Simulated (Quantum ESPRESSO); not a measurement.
# Magnetic state of AlNi3 from several starts

Does AlNi3 prefer parallel or opposed moments?

Calculated with Quantum ESPRESSO 7.5; PBEsol; plane waves with GBRV 1.5 PBEsol potentials, no spin-orbit coupling.

Most raw output is cut from this account.

## (1) The starting structure

It takes space group Pm-3m (No. 221, cubic). Conventional cell: a = 3.523 Å, b = 3.523 Å, c = 3.523 Å, α = 90.00°, β = 90.00°, γ = 90.00°. Nearest to Al lie 12 Ni at 2.49 Å. Nearest to Ni lie 4 Al at 2.49 Å and 8 Ni at 2.49 Å. Farther neighbours are not listed.

The cell comes from Materials Project 2023-11-01, a database of computed structures, and need not be the stable phase.

## (2) Start 1: ferro +++

The signs are those of the starting moments on the seeded atoms, the atoms that are given a moment.

pw.in

```
&CONTROL
  calculation = 'scf'
  prefix = 'pwscf'
  outdir = './tmp'
  pseudo_dir = './pseudo'
  disk_io = 'nowf'
/
&SYSTEM
  ibrav = 0
  celldm(1) = 8
  nat = 4
  ntyp = 2
  ecutwfc = 40
  ecutrho = 280
  nbnd = 39
  occupations = 'smearing'
  smearing = 'fd'
  degauss = 0.00367493
  nspin = 2
  starting_magnetization(1) = 0
  starting_magnetization(2) = 0.0556
/
&ELECTRONS
  conv_thr = 8d-09
  electron_maxstep = 150
  mixing_beta = 0.3
/
ATOMIC_SPECIES
Al     26.9815 al_pbesol_v1.uspp.F.UPF
Ni     58.6934 ni_pbesol_v1.4.uspp.F.UPF
CELL_PARAMETERS alat
   0.8322010694414    0.0000000000000    0.0000000000000
   0.0000000000000    0.8322010694414    0.0000000000000
   0.0000000000000    0.0000000000000    0.8322010694414
ATOMIC_POSITIONS crystal
Al      0.0000000000    0.0000000000    0.0000000000
Ni      0.0000000000    0.5000000000    0.5000000000
Ni      0.5000000000    0.0000000000    0.5000000000
Ni      0.5000000000    0.5000000000    0.0000000000
K_POINTS automatic
10 10 10 0 0 0
```

On the command line:

```console
OMP_NUM_THREADS=1 mpirun -n 4 pw.x -nk 4 -in pw.in > pw.out
```

Elapsed: 66 s, on 4 MPI ranks of Intel Xeon at 2.70GHz, shared host; peak memory 0.42 GiB; 4.4 min of CPU time.

Spin moment in the atom's sphere by atom:

```csv
atom,spin moment in the atom's sphere (μB)
Al1,-0.015
Ni2,0.245
Ni3,0.245
Ni4,0.245
```

Read from the output:

* smearing term TS: 0.03030 eV
* magnetization: 0.664 μB
* absolute magnetization: 0.823 μB
* final state: ferromagnetic

## (3) Start 2: antiferro q=(0,1/2,1/2) +−+−+−

The cell is doubled to 8 atoms to hold this order. The wavevector q is in fractions of the reciprocal vectors of the crystal's primitive cell, as the cells of these inputs are built from it; moments change sign between cells as cos(2π q·R).

pw.in

```
&CONTROL
  calculation = 'scf'
  prefix = 'pwscf'
  outdir = './tmp'
  pseudo_dir = './pseudo'
  disk_io = 'nowf'
/
&SYSTEM
  ibrav = 0
  celldm(1) = 8
  nat = 8
  ntyp = 3
  ecutwfc = 40
  ecutrho = 280
  nbnd = 71
  occupations = 'smearing'
  smearing = 'fd'
  degauss = 0.00367493
  nspin = 2
  starting_magnetization(1) = 0
  starting_magnetization(2) = 0.0556
  starting_magnetization(3) = -0.0556
/
&ELECTRONS
  conv_thr = 1.6d-08
  electron_maxstep = 150
  mixing_beta = 0.3
/
ATOMIC_SPECIES
Al     26.9815 al_pbesol_v1.uspp.F.UPF
Ni1    58.6934 ni_pbesol_v1.4.uspp.F.UPF
Ni2    58.6934 ni_pbesol_v1.4.uspp.F.UPF
CELL_PARAMETERS alat
   0.8322010694414    0.0000000000000    0.0000000000000
   0.0000000000000    1.6644021388828    0.0000000000000
   0.0000000000000    0.8322010694414    0.8322010694414
ATOMIC_POSITIONS crystal
Al      0.0000000000    0.0000000000    0.0000000000
Al      0.0000000000    0.5000000000    0.0000000000
Ni1     0.0000000000    0.0000000000    0.5000000000
Ni2     0.0000000000    0.5000000000    0.5000000000
Ni1     0.5000000000    0.7500000000    0.5000000000
Ni2     0.5000000000    0.2500000000    0.5000000000
Ni1     0.5000000000    0.2500000000    0.0000000000
Ni2     0.5000000000    0.7500000000    0.0000000000
K_POINTS automatic
10 5 10 0 0 0
```

The job ended after 11 min (4 MPI ranks; peak memory 1.1 GiB).

Spin moment in the atom's sphere by atom:

```csv
atom,spin moment in the atom's sphere (μB)
Al1,-0.0001
Al2,-0.0001
Ni3,0.0013
Ni4,0.0014
Ni5,0.0015
Ni6,0.0012
Ni7,0.0015
Ni8,0.0012
```

This step gave:

```yaml
smearing_term_ts: 0.08427 eV
magnetization: 0.008 μB
absolute_magnetization: 0.009 μB
final_state: non-magnetic
```

## (4) Start 3: antiferro q=(0,0,1/2) +−+−+−

This order needs a doubled cell of 8 atoms.

pw.in

```
&CONTROL
  calculation = 'scf'
  prefix = 'pwscf'
  outdir = './tmp'
  pseudo_dir = './pseudo'
  disk_io = 'nowf'
/
&SYSTEM
  ibrav = 0
  celldm(1) = 8
  nat = 8
  ntyp = 3
  ecutwfc = 40
  ecutrho = 280
  nbnd = 71
  occupations = 'smearing'
  smearing = 'fd'
  degauss = 0.00367493
  nspin = 2
  starting_magnetization(1) = 0
  starting_magnetization(2) = 0.0556
  starting_magnetization(3) = -0.0556
/
&ELECTRONS
  conv_thr = 1.6d-08
  electron_maxstep = 150
  mixing_beta = 0.3
/
ATOMIC_SPECIES
Al     26.9815 al_pbesol_v1.uspp.F.UPF
Ni1    58.6934 ni_pbesol_v1.4.uspp.F.UPF
Ni2    58.6934 ni_pbesol_v1.4.uspp.F.UPF
CELL_PARAMETERS alat
   0.8322010694414    0.0000000000000    0.0000000000000
   0.0000000000000    0.8322010694414    0.0000000000000
   0.0000000000000    0.0000000000000    1.6644021388828
ATOMIC_POSITIONS crystal
Al      0.0000000000    0.0000000000    0.0000000000
Al      0.0000000000    0.0000000000    0.5000000000
Ni1     0.0000000000    0.5000000000    0.2500000000
Ni2     0.0000000000    0.5000000000    0.7500000000
Ni1     0.5000000000    0.0000000000    0.2500000000
Ni2     0.5000000000    0.0000000000    0.7500000000
Ni1     0.5000000000    0.5000000000    0.0000000000
Ni2     0.5000000000    0.5000000000    0.5000000000
K_POINTS automatic
10 10 5 0 0 0
```

Run time: 6 min. Hardware: 4 MPI ranks; peak memory 0.83 GiB.

Spin moment in the atom's sphere by atom:

```csv
atom,spin moment in the atom's sphere (μB)
Al1,-0.0001
Al2,0.0000
Ni3,0.0010
Ni4,0.0010
Ni5,0.0010
Ni6,0.0010
Ni7,0.0013
Ni8,0.0008
```

Numbers from this step:

* smearing term TS: 0.08427 eV
* magnetization: 0.006 μB
* absolute magnetization: 0.007 μB
* final state: non-magnetic

## (5) Run 4, typed as antiferro q=(1/2,1/2,1/2) +−+−+−

This order needs a doubled cell of 8 atoms.

pw.in

```
&CONTROL
  calculation = 'scf'
  prefix = 'pwscf'
  outdir = './tmp'
  pseudo_dir = './pseudo'
  disk_io = 'nowf'
/
&SYSTEM
  ibrav = 0
  celldm(1) = 8
  nat = 8
  ntyp = 3
  ecutwfc = 40
  ecutrho = 280
  nbnd = 71
  occupations = 'smearing'
  smearing = 'fd'
  degauss = 0.00367493
  nspin = 2
  starting_magnetization(1) = 0
  starting_magnetization(2) = 0.0556
  starting_magnetization(3) = -0.0556
/
&ELECTRONS
  conv_thr = 1.6d-08
  electron_maxstep = 150
  mixing_beta = 0.3
/
ATOMIC_SPECIES
Al     26.9815 al_pbesol_v1.uspp.F.UPF
Ni1    58.6934 ni_pbesol_v1.4.uspp.F.UPF
Ni2    58.6934 ni_pbesol_v1.4.uspp.F.UPF
CELL_PARAMETERS alat
   1.6644021388828    0.0000000000000    0.0000000000000
   0.8322010694414    0.8322010694414    0.0000000000000
   0.8322010694414    0.0000000000000    0.8322010694414
ATOMIC_POSITIONS crystal
Al      0.0000000000    0.0000000000    0.0000000000
Al      0.5000000000    0.0000000000    0.0000000000
Ni1     0.5000000000    0.5000000000    0.5000000000
Ni2     0.0000000000    0.5000000000    0.5000000000
Ni1     0.0000000000    0.0000000000    0.5000000000
Ni2     0.5000000000    0.0000000000    0.5000000000
Ni1     0.0000000000    0.5000000000    0.0000000000
Ni2     0.5000000000    0.5000000000    0.0000000000
K_POINTS automatic
5 10 10 0 0 0
```

Run time: 5.9 min. Hardware: 4 MPI ranks; peak memory 0.88 GiB; 23 min of CPU time.

Read from the output:

```yaml
smearing_term_ts: 0.08427 eV
magnetization: 0 μB
absolute_magnetization: 0 μB
final_state: non-magnetic
largest_moment: 0 μB
```

## (6) Ranking

An order is kept where moments of 0.15 μB or more survive with the typed signs; meshes match where a doubled cell samples the same k points as the first cell.

Orders:

```csv
start,final state,typed order kept,energy over the lowest (meV a seeded atom),largest site moment (μB),net moment (μB a cell of the first run),mesh matched,CPU time (s)
ferro +++,ferromagnetic,yes,0,0.245,0.6644,yes,262.5
"antiferro q=(0,1/2,1/2) +-+-+-",non-magnetic,no,1.984,0.001489,0.003804,yes,2676
"antiferro q=(0,0,1/2) +-+-+-",non-magnetic,no,1.974,0.00126,0.002815,yes,1448
"antiferro q=(1/2,1/2,1/2) +-+-+-",non-magnetic,no,1.99,0,6.56e-4,yes,1409
```

## (7) What came out

```
lowest state found    : ferromagnetic (from ferro +++)
largest site moment   : 0.245 μB
state without moments : 1.97 meV a seeded atom higher
```

**Reading.** At this level spin polarisation gains little. 3 starts lost their moments. Only these 4 starts were compared; other wavevectors, canted and longer-period orders were not.

[Logs and program files are shortened in this print: banners, set-up blocks, solver, clock and traceback lines can be left out without a mark of their own.]

[Logs are printed without paths, hosts, clocks, repeated set-up lines and the standing remarks that a program may print on its own settings, such as how far it seeks lower states.]

[Hosts, paths, dates, database ids (printed as entryN), source tags and the programs' standing remarks are cut or masked in the printed files.]

[Where a cell is said to come from a database of computed structures, the database is the Materials Project.]
